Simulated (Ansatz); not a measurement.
# Se on Mg(0001): change of the work function, part 3 of 4

How does Se on the fcc site change the work function of Mg(0001) as the layer fills?

Ansatz 0.2.0; plane-wave DFT, PBE, Ansatz PAW.

So far, work function, upper face (eV): step 2 (the clean slab) 3.79; step 3 (37 atoms, coverage 0.111 ML, cell 3x3) 4.24.

## (4) Adsorbate added, k-mesh 6×6×1, coverage 0.25 ML

System of this step: Se/Mg(0001). The cell holds 17 atoms: 16 Mg and 1 Se. Cell: a = 6.420 Å, b = 6.420 Å, c = 27.796 Å, α = 90.0°, β = 90.0°, γ = 60.0°. Vacuum lies along c.

Another coverage, to see how the dipoles act on each other as their distance changes.

Input file input.yaml:

```yaml
crystal:
  lattice:
    - [6.4199999999, 0.0, 0.0]
    - [3.21, 5.5598830922, 0.0]
    - [0.0, 0.0, 27.7956185763]
  atoms:
    - { symbol: Mg, position: [0.3333333333, 0.3333333333, 0.3237920385] }
    - { symbol: Mg, position: [0.0, 0.0, 0.41756653] }
    - { symbol: Mg, position: [0.3333333333, 0.3333333333, 0.511524413] }
    - { symbol: Mg, position: [0.0, 0.0, 0.6061475747] }
    - { symbol: Mg, position: [0.3333333333, 0.8333333333, 0.3237920385] }
    - { symbol: Mg, position: [0.0, 0.5, 0.41756653] }
    - { symbol: Mg, position: [0.3333333333, 0.8333333333, 0.511524413] }
    - { symbol: Mg, position: [0.0, 0.5, 0.6061475747] }
    - { symbol: Mg, position: [0.8333333333, 0.3333333333, 0.3237920385] }
    - { symbol: Mg, position: [0.5, 0.0, 0.41756653] }
    - { symbol: Mg, position: [0.8333333333, 0.3333333333, 0.511524413] }
    - { symbol: Mg, position: [0.5, 0.0, 0.6061475747] }
    - { symbol: Mg, position: [0.8333333333, 0.8333333333, 0.3237920385] }
    - { symbol: Mg, position: [0.5, 0.5, 0.41756653] }
    - { symbol: Mg, position: [0.8333333333, 0.8333333333, 0.511524413] }
    - { symbol: Mg, position: [0.5, 0.5, 0.6061475747] }
    - { symbol: Se, position: [0.1666666667, 0.1666666667, 0.6762079615] }
kpoints:
  mp_grid: { grid: [6, 6, 1] }
hamiltonian:
  xc: pbe
scf:
  occupations: { method: fermi_dirac, width: 0.1 }
  convergence: { dr2_threshold: 1.0e-08 }
efield:
  axis: 3
  dipole_correction: true
  ramp_position: 0.97
  ramp_width: 0.06
relax:
  f_tol: 0.02
  max_steps: 60
  constraints: [{ sites: [0, 1, 4, 5, 8, 9, 12, 13] }]
output:
  dos: { projected: true, e_range: [-8, 4] }
  write_potential: true
  write_density: true
  volumetric_format: npy
  elf: true
```

Started as:

```
$ ansatz run input.yaml --threads 4 --pin off --max-ram 16384MiB --backend cpu --events-out ev --progress --plain --runs-dir out
```

Output:

```text
[...]
Crystal: 17 atoms, lattice volume = 992.149 Å³
Basis set: ecut = 420 eV, 19497 PW (Γ), exchange–correlation on 90×90×384 points (8 copies of the dense FFT grid, shifted against one another)
Bands: 106, of which v1, the nominal top of the filled ones, is band 88 counted from 1 (87 counted from 0)
Symmetry: 6 space group operations
[...]
k-points: 7 of 36 (time reversal used)
[...]
SCF iter   1: F=—  HF=-36249.270043 eV  |F-HF|=—  |Δ(HF+E_count)|=         —  Δρ=9.73e-4  dr2=1.68e-1  ethr=1.77e-3  p=-0.260 e·Å  D=-4.75e-2 V/Å  ΔV_dip=1.32 eV  dr2_dipole=6.23e-2  V_vac-E_F(+/−)=5.07/3.75 eV  ⟨swp⟩=15.3  Hψ=4205  notcnv=0  defer=10
[...]
SCF iter   8: F=-36249.262562 eV  HF=-36249.262562 eV  |F-HF|=3.39e-9  |Δ(HF+E_count)|=   1.84e-8  Δρ=2.08e-7  dr2=7.60e-10  ethr=5.68e-12  p=-0.243 e·Å  D=-4.43e-2 V/Å  ΔV_dip=1.23 eV  dr2_dipole=7.95e-13  V_vac-E_F(+/−)=4.96/3.73 eV  ⟨swp⟩=14.7  Hψ=4092  notcnv=0
SCF 1 converged in 8 iterations: F = -36249.262562 eV  dr2 = 7.60e-10
[...]
relax step   1: F+E_penalty+E_count = -36249.26256153 eV  Δ(F+E_penalty+E_count) = +0.000e0 eV  max|allowed force component| = 1.096e0 eV/Å  Δτ_max = 0.0000 Å  (8 SCF iters, accepted)
[...]
SCF iter   8: F=-36249.382785 eV  HF=-36249.382785 eV  |F-HF|=8.22e-10  |Δ(HF+E_count)|=   3.87e-8  Δρ=4.21e-7  dr2=5.06e-9  ethr=5.68e-12  p=-0.201 e·Å  D=-3.67e-2 V/Å  ΔV_dip=1.02 eV  dr2_dipole=7.70e-10  V_vac-E_F(+/−)=4.76/3.74 eV  ⟨swp⟩=14.3  Hψ=4502  notcnv=0
SCF 2 converged in 8 iterations: F = -36249.382785 eV  dr2 = 5.06e-9
relax step   2: F+E_penalty+E_count = -36249.38278543 eV  Δ(F+E_penalty+E_count) = -1.202e-1 eV  max|allowed force component| = 1.267e-1 eV/Å  Δτ_max = 0.1936 Å  (8 SCF iters, accepted)
SCF iter   1: F=—  HF=-36249.391317 eV  |F-HF|=—  |Δ(HF+E_count)|=         —  Δρ=3.63e-4  dr2=3.71e-3  ethr=7.61e-5  p=-0.201 e·Å  D=-3.67e-2 V/Å  ΔV_dip=1.02 eV  dr2_dipole=4.91e-5  V_vac-E_F(+/−)=4.77/3.75 eV  ⟨swp⟩=5.7  Hψ=1640  notcnv=0  defer=10
[...]
SCF iter   7: F=-36249.391741 eV  HF=-36249.391741 eV  |F-HF|=2.56e-9  |Δ(HF+E_count)|=   3.47e-8  Δρ=3.73e-7  dr2=2.80e-9  ethr=5.68e-12  p=-0.203 e·Å  D=-3.69e-2 V/Å  ΔV_dip=1.03 eV  dr2_dipole=8.55e-12  V_vac-E_F(+/−)=4.77/3.75 eV  ⟨swp⟩=13.1  Hψ=4543  notcnv=0
SCF 3 converged in 7 iterations: F = -36249.391741 eV  dr2 = 2.80e-9
relax step   3: F+E_penalty+E_count = -36249.39174075 eV  Δ(F+E_penalty+E_count) = -8.955e-3 eV  max|allowed force component| = 5.040e-2 eV/Å  Δτ_max = 0.0883 Å  (7 SCF iters, accepted)
SCF iter   1: F=—  HF=-36249.393073 eV  |F-HF|=—  |Δ(HF+E_count)|=         —  Δρ=2.08e-4  dr2=7.24e-4  ethr=4.51e-6  p=-0.203 e·Å  D=-3.69e-2 V/Å  ΔV_dip=1.03 eV  dr2_dipole=2.67e-5  V_vac-E_F(+/−)=4.77/3.75 eV  ⟨swp⟩=4.7  Hψ=1822  notcnv=0  defer=8
[...]
SCF iter   7: F=-36249.393142 eV  HF=-36249.393142 eV  |F-HF|=7.42e-10  |Δ(HF+E_count)|=   1.13e-8  Δρ=1.74e-7  dr2=6.93e-10  ethr=5.68e-12  p=-0.205 e·Å  D=-3.73e-2 V/Å  ΔV_dip=1.04 eV  dr2_dipole=4.85e-11  V_vac-E_F(+/−)=4.78/3.75 eV  ⟨swp⟩=13.3  Hψ=4540  notcnv=0
SCF 4 converged in 7 iterations: F = -36249.393142 eV  dr2 = 6.93e-10
relax step   4: F+E_penalty+E_count = -36249.39314217 eV  Δ(F+E_penalty+E_count) = -1.401e-3 eV  max|allowed force component| = 4.170e-3 eV/Å  Δτ_max = 0.0386 Å  (7 SCF iters, accepted)
[...]
SCF converged after 7 iterations
Free energy (F): -36249.393142 eV
[...]
Internal energy: -36249.129571 eV  (E = F + TS)
E sigma→0 (E₀):  -36249.261357 eV
Entropy (-TS):   -0.263571 eV (-15.504 meV/atom)
Fermi energy:    -0.257423 eV
Dipole field:    D = -0.037335 V/Å  (p = -0.204706 e·Å, saw-weighted, corrected)
Work function:   Φ+ = 4.7833 eV   Φ− = 3.7456 eV
[...]
--- Forces (eV/Å), atoms counted from 1 ---
  atom   1  Mg    -0.01201350    -0.00693600    -0.01566846
  atom   2  Mg    -0.00599484    -0.00346112     0.00427184
  atom   3  Mg    -0.00071041    -0.00041016    -0.00118477
  atom   4  Mg     0.00361135     0.00208501     0.00171340
  atom   5  Mg     0.00000000     0.01387200    -0.01566846
  atom   6  Mg     0.00000000     0.00692225     0.00427184
  atom   7  Mg     0.00000000     0.00082031    -0.00118477
  atom   8  Mg    -0.00000000    -0.00417002     0.00171340
  atom   9  Mg     0.01201350    -0.00693600    -0.01566846
  atom  10  Mg     0.00599484    -0.00346112     0.00427184
  atom  11  Mg     0.00071041    -0.00041016    -0.00118477
  atom  12  Mg    -0.00361135     0.00208501     0.00171340
  atom  13  Mg     0.00000000    -0.00000000    -0.02996645
  atom  14  Mg     0.00000000    -0.00000000     0.06495820
  atom  15  Mg     0.00000000     0.00000000     0.00117051
  atom  16  Mg    -0.00000000     0.00000000    -0.00282908
  atom  17  Se     0.00000000    -0.00000000    -0.00071613
  max |Σ_I F_I| component: 1.31e-5 eV/Å
--- Band table (eV; the first three rows and the last of 7) ---
  k-point 0: bands = [... 84 lower, -1.3880, -1.3600, -1.1564, -1.0584, -1.0584, -0.7405, -0.0336, -0.0336, ... 14 higher]
  k-point 1: bands = [... 84 lower, -1.1825, -1.1507, -0.9016, -0.6913, -0.5269, -0.4157, -0.0450, 0.0698, ... 14 higher]
  k-point 2: bands = [... 84 lower, -0.9752, -0.8085, -0.4156, -0.2844, -0.0969, 0.0963, 0.7631, 0.8300, ... 14 higher]
  k-point 6: bands = [... 84 lower, -0.7462, -0.5471, -0.5373, -0.4145, 0.1258, 0.1430, 0.2278, 0.6307, ... 14 higher]
--- Relaxed structure (4 steps of the walk, 4 accepted, 0 SCFs on fresh bases) ---
  F+E_penalty+E_count = -36249.39314217 eV   max|allowed force component| = 4.170e-3 eV/Å
  atoms:
    - { symbol: Mg, position: [0.333333, 0.333333, 0.323792] }
    - { symbol: Mg, position: [2.666712e-17, 2.666712e-17, 0.417567] }
    - { symbol: Mg, position: [0.331868, 0.331868, 0.510265] }
    - { symbol: Mg, position: [-0.00324159, -0.00324159, 0.606805] }
    - { symbol: Mg, position: [0.333333, 0.833333, 0.323792] }
    - { symbol: Mg, position: [5.551115e-17, 0.500000, 0.417567] }
    - { symbol: Mg, position: [0.331868, 0.836263, 0.510265] }
    - { symbol: Mg, position: [-0.00324159, 0.506483, 0.606805] }
    - { symbol: Mg, position: [0.833333, 0.333333, 0.323792] }
    - { symbol: Mg, position: [0.500000, 2.666712e-17, 0.417567] }
    - { symbol: Mg, position: [0.836263, 0.331868, 0.510265] }
    - { symbol: Mg, position: [0.506483, -0.00324159, 0.606805] }
    - { symbol: Mg, position: [0.833333, 0.833333, 0.323792] }
    - { symbol: Mg, position: [0.5, 0.500000, 0.417567] }
    - { symbol: Mg, position: [0.833333, 0.833333, 0.512480] }
    - { symbol: Mg, position: [0.5, 0.500000, 0.599584] }
    - { symbol: Se, position: [0.166667, 0.166667, 0.669099] }
```

It took 74 s on 4 threads of Arm Neoverse V1, shared host; peak memory 2.5 GiB.

Step by step:

```
step  energy less that of the first step (eV)  largest force component (eV/Å)
   1                                   0.0000                          1.0960
   2                                  -0.1202                          0.1267
   3                                  -0.1292                          0.0504
   4                                  -0.1306                          0.0042
```

The run keeps the 6 symmetry operations that the program found, so distortions that break them were not tested.

The atoms that moved most (Å):

```
atom      dx      dy      dz  length
Se17   0.000   0.000  -0.198   0.198
Mg16   0.000   0.000  -0.182   0.182
Mg12   0.031  -0.018   0.018   0.040
 Mg8   0.000   0.036   0.018   0.040
 Mg4  -0.031  -0.018   0.018   0.040
Mg11   0.014  -0.008  -0.035   0.039
 Mg3  -0.014  -0.008  -0.035   0.039
 Mg7   0.000   0.016  -0.035   0.039
```

The relaxed structure:

```
Mg Se
1.0
     6.42000    0.00000    0.00000
     3.21000    5.55988    0.00000
     0.00000    0.00000   27.79562
Mg Se
16 1
Direct
  0.33333 0.33333 0.32379
  0.00000 0.00000 0.41757
  0.33187 0.33187 0.51027
  0.99676 0.99676 0.60680
  0.33333 0.83333 0.32379
  0.00000 0.50000 0.41757
  0.33187 0.83626 0.51027
  0.99676 0.50648 0.60680
  0.83333 0.33333 0.32379
  0.50000 0.00000 0.41757
  0.83626 0.33187 0.51027
  0.50648 0.99676 0.60680
  0.83333 0.83333 0.32379
  0.50000 0.50000 0.41757
  0.83333 0.83333 0.51248
  0.50000 0.50000 0.59958
  0.16667 0.16667 0.66910
```

Numbers from this step:

```yaml
energy_at_zero_smearing: -36249.2614 eV
work_function_upper_face: 4.783 eV
work_function_lower_face: 3.746 eV
dipole_along_the_normal: -0.2047 e·Å
step_between_the_vacuum_levels: 1.038 eV
```

The density of states has structure finer than the step of the table below, so its rows give means over 0.25 eV. Peaks (eV: height): -2.410: 22.3, -1.650: 13.8, -1.530: 12.1, -0.180: 15.1, 0.210: 13.4, 1.080: 13.9, 1.770: 13.0.

Table of density of states by energy, zero at the Fermi level; means over each step:

```
energy (eV)  density of states (states/eV a cell)
      -6.75                                     0
      -6.50                                 0.908
      -6.25                                  1.51
      -6.00                                  1.48
      -5.75                                  2.18
      -5.50                                  3.57
      -5.25                                  3.02
      -5.00                                  3.65
      -4.75                                  2.88
      -4.50                                  2.36
      -4.25                                  5.97
      -4.00                                  5.49
      -3.75                                  4.78
      -3.50                                  5.12
      -3.25                                  7.31
      -3.00                                  8.46
      -2.75                                  7.24
      -2.50                                  10.2
      -2.25                                  5.69
      -2.00                                  5.48
      -1.75                                  8.49
      -1.50                                  7.63
      -1.25                                  6.25
      -1.00                                  7.72
      -0.75                                  6.52
      -0.50                                  8.38
      -0.25                                  8.85
       0.00                                  7.07
       0.25                                  8.23
       0.50                                  6.55
       0.75                                  5.35
       1.00                                  10.1
       1.25                                  8.86
       1.50                                  8.23
       1.75                                  8.85
```

Projected DOS per atom over height of the atomic layer and energy from the Fermi level. Layers: Mg4 Mg4 Mg4 Mg4 Se from below.

Ten even steps from '_' (0.00 states/eV) to '@' (2.60 states/eV), each cell a mean:
```
__________
__________
__________
__________
________..
________..
________::
..______--
......__==
......__%%
......__@@
........##
______..::
..........
__________
__________
__________
__________
__________
__________
__________
__________
```
Columns: height of the atomic layer (Å) from 9 to 18.6 (not evenly spaced); rows upwards: energy from the Fermi level (eV) from -7.96 to 1.95.

ELF in the ca plane at fractional y = 0.000, with atoms of Mg within 0.2 Å of it. It is the smooth field of the valence electrons, not physical close to the nuclei.

Values, 9 rows by 16 columns, each cell a mean:
```
0.53 0.20 0.24 0.45 0.59 0.57 0.22 0.31 0.12 0.13 0.05 0.01 0.00 0.00 0.00 0.00
0.40 0.38 0.32 0.47 0.17 0.30 0.43 0.36 0.38 0.06 0.00 0.00 0.00 0.00 0.00 0.00
0.36 0.47 0.42 0.46 0.10 0.25 0.50 0.51 0.46 0.06 0.00 0.00 0.00 0.00 0.00 0.00
0.52 0.19 0.19 0.46 0.52 0.53 0.22 0.25 0.13 0.09 0.03 0.00 0.00 0.00 0.00 0.00
0.54 0.24 0.28 0.42 0.66 0.63 0.24 0.34 0.27 0.44 0.20 0.03 0.00 0.00 0.00 0.00
0.50 0.20 0.17 0.49 0.36 0.53 0.26 0.17 0.63 0.75 0.47 0.09 0.01 0.00 0.00 0.00
0.35 0.52 0.52 0.45 0.06 0.30 0.39 0.39 0.74 0.79 0.59 0.13 0.01 0.00 0.00 0.00
0.46 0.26 0.22 0.49 0.25 0.46 0.30 0.19 0.69 0.77 0.52 0.11 0.01 0.00 0.00 0.00
0.54 0.23 0.27 0.43 0.64 0.63 0.23 0.33 0.34 0.55 0.27 0.05 0.00 0.00 0.00 0.00
```
Columns run along c (16.0 Å, from fractional 0.35 to 0.93 of the cell), rows up along a (6.4 Å). Atoms in or near the plane, at fractional coordinates: Mg at (0.42, 0.00), Mg at (0.61, 0.00), Mg at (0.42, 0.50), Mg at (0.61, 0.51).

Valence density in the ca plane at fractional y = 0.000, with atoms of Mg within 0.2 Å of it. It is the smooth field of the valence electrons, not physical close to the nuclei.

Values in e/Å³, 9 rows by 16 columns, each cell a mean:
```
 0  2  4  0  0  0  1  7  0  0  0  0  0  0  0  0
 0  0  0  0  0  0  0  0  0  0  0  0  0  0  0  0
 0  0  0  0  0  0  0  0  0  0  0  0  0  0  0  0
 0  1  2  0  0  0  0  3  0  0  0  0  0  0  0  0
 0  5 10  0  0  0  1 13  0  0  0  0  0  0  0  0
 0  0  1  0  0  0  0  1  0  0  0  0  0  0  0  0
 0  0  0  0  0  0  0  0  0  0  0  0  0  0  0  0
 0  0  0  0  0  0  0  0  0  0  0  0  0  0  0  0
 0  4  8  0  0  0  1 10  0  0  0  0  0  0  0  0
```
Columns run along c (16.0 Å, from fractional 0.35 to 0.93 of the cell), rows up along a (6.4 Å). Atoms in or near the plane, at fractional coordinates: Mg at (0.42, 0.00), Mg at (0.61, 0.00), Mg at (0.42, 0.50), Mg at (0.61, 0.51).

Electrostatic potential energy in the ca plane at fractional y = 0.000, with atoms of Mg within 0.2 Å of it. With pseudopotentials it is smooth inside the atoms' cores, unlike the true potential.

Ten even steps from '0' (-50 eV) to '9' (4 eV), each cell a mean:
```
99872004899999999840017899999999999999999999
99986457899999999874468999999999999999999999
99998888999888899988888999999999999999999999
89999999999877889999999999999999999999999999
89999999999877899999999999999999999999999999
99998888999888899988888999999999999999999999
99986457899999999874358999999999999999999999
99872004899999999840017899999999999999999999
99861003799999999840016899999999999999999999
99874126899999999863147899999999999999999999
99987678899888999987778989999999999999999999
89999889999888899998899877899999999999999999
89999999998877899999999877899999999999999999
89999889999888899998899877899999999999999999
99987778899888999987778989999999999999999999
99874126899999999862147899999999999999999999
99861003799999999830016899999999999999999999
```
Columns run along c (16.0 Å, from fractional 0.35 to 0.93 of the cell; values clipped at the 3rd and 97th percentile), rows up along a (6.4 Å). Atoms in or near the plane, at fractional coordinates: Mg at (0.42, 0.00), Mg at (0.61, 0.00), Mg at (0.42, 0.50), Mg at (0.61, 0.51).

The relaxation took 4 steps and lowered the energy by 0.13 eV; the largest force on the free atoms ends at 0.0042 eV/Å.

By hand: a sheet of dipoles makes a step −p/(ε₀A) in the electron's potential. With e/ε₀ = 180.95 V·Å, p = -0.2047 e·Å and A = 35.69 Å², that is −180.95 × (-0.2047) / 35.69 = +1.038 eV, and the two vacuum levels of the run differ by +1.038 eV.

The covered face has 4.78 eV, +1.00 eV against the clean one; the bare back face has moved by -0.05 eV, a measure of how thin the slab is.

## (5) Adsorbate added, k-mesh 6×6×1, coverage 0.5 ML

System of this step: Se/Mg(0001). The cell holds 18 atoms: 16 Mg and 2 Se. Cell: a = 6.420 Å, b = 6.420 Å, c = 27.796 Å, α = 90.0°, β = 90.0°, γ = 60.0°. Vacuum lies along c.

Another coverage, to see how the dipoles act on each other as their distance changes.

input.yaml, as its differences from that of step 4:

```diff
@@ -23,2 +23,3 @@
     - { symbol: Se, position: [0.1666666667, 0.1666666667, 0.6762079615] }
+    - { symbol: Se, position: [0.6666666667, 0.1666666667, 0.6762079615] }
 kpoints:
```

Output:

```text
[...]
Crystal: 18 atoms, lattice volume = 992.149 Å³
Basis set: ecut = 420 eV, 19497 PW (Γ), exchange–correlation on 90×90×384 points (8 copies of the dense FFT grid, shifted against one another)
Bands: 116, of which v1, the nominal top of the filled ones, is band 96 counted from 1 (95 counted from 0)
Symmetry: 4 space group operations
[...]
- { symbol: Mg, position: [0.833333, 0.8333333333, 0.323792] }
    - { symbol: Mg, position: [0.500000, 0.5, 0.41756653] }
    - { symbol: Mg, position: [0.831075, 0.837850, 0.511459] }
    - { symbol: Mg, position: [0.496155, 0.507691, 0.600781] }
    - { symbol: Se, position: [0.147780, 0.204440, 0.670128] }
    - { symbol: Se, position: [0.647780, 0.204440, 0.670128] }
[key lines of the parts left out:]
SCF converged after 7 iterations
Free energy (F): -41719.418010 eV
Fermi energy:    -0.044579 eV
Dipole field:    D = -0.047528 V/Å  (p = -0.260593 e·Å, saw-weighted, corrected)
Work function:   Φ+ = 5.0579 eV   Φ− = 3.7368 eV
```

It took 3 min on 4 threads; peak memory 3.2 GiB; 12 min of CPU time.

Step by step:

```
step  energy less that of the first step (eV)  largest force component (eV/Å)
   1                                   0.0000                          0.5829
   2                                  -0.0964                          0.0868
   3                                  -0.1067                          0.0435
   4                                  -0.1120                          0.0390
   5                                  -0.1128                          0.0068
```

The run keeps the 4 symmetry operations that the program found, so distortions that break them were not tested.

The atoms that moved most (Å):

```
atom     dx      dy      dz  length
Se18  0.000   0.210  -0.169   0.270
Se17  0.000   0.210  -0.169   0.270
 Mg8  0.000   0.043  -0.149   0.155
Mg16  0.000   0.043  -0.149   0.155
 Mg3  0.000  -0.011  -0.052   0.053
Mg11  0.000  -0.011  -0.052   0.053
 Mg4  0.000  -0.002   0.031   0.031
Mg12  0.000  -0.002   0.031   0.031
```

Final coordinates:

```xyz
18
Lattice="6.4200 0.0000 0.0000 3.2100 5.5599 0.0000 0.0000 0.0000 27.7956" Properties=species:S:1:pos:R:3
Mg    3.2100    1.8533    9.0000
Mg    0.0000    0.0000   11.6065
Mg    3.2100    1.8425   14.1661
Mg    0.0000   -0.0016   16.8788
Mg    4.8150    4.6332    9.0000
Mg    1.6050    2.7799   11.6065
Mg    4.8150    4.6583   14.2163
Mg    1.6050    2.8227   16.6991
Mg    6.4200    1.8533    9.0000
Mg    3.2100    0.0000   11.6065
Mg    6.4200    1.8425   14.1661
Mg    3.2100   -0.0016   16.8788
Mg    8.0250    4.6332    9.0000
Mg    4.8150    2.7799   11.6065
Mg    8.0250    4.6583   14.2163
Mg    4.8150    2.8227   16.6991
Se    1.6050    1.1367   18.6266
Se    4.8150    1.1367   18.6266
```

The relaxation took 5 steps and lowered the energy by 0.11 eV; the largest force on the free atoms ends at 0.0068 eV/Å.

The covered face has 5.06 eV, +1.27 eV against the clean one; the bare back face has moved by -0.05 eV, a measure of how thin the slab is.

(Continued in part 4 of 4.)

[Long decimals in the printed logs are rounded to 6 places.]

[Logs are printed without paths, hosts, clocks, repeated set-up lines and the standing remarks that a program may print on its own settings, such as how far it seeks lower states.]

[Hosts, paths, dates, database ids (printed as entryN), source tags and the programs' standing remarks are cut or masked in the printed files.]

[Maps of the electrostatic potential energy from Ansatz leave out the sawtooth potential of an applied field or a dipole correction, so their vacuum need not be flat; planar profiles and work functions include it.]

[The density of states shown here was stored with 400 of the rows of the run's finer table, so its peaks can read low, often by over a quarter, or be missed, and its means over a window can be off by a tenth or more.]
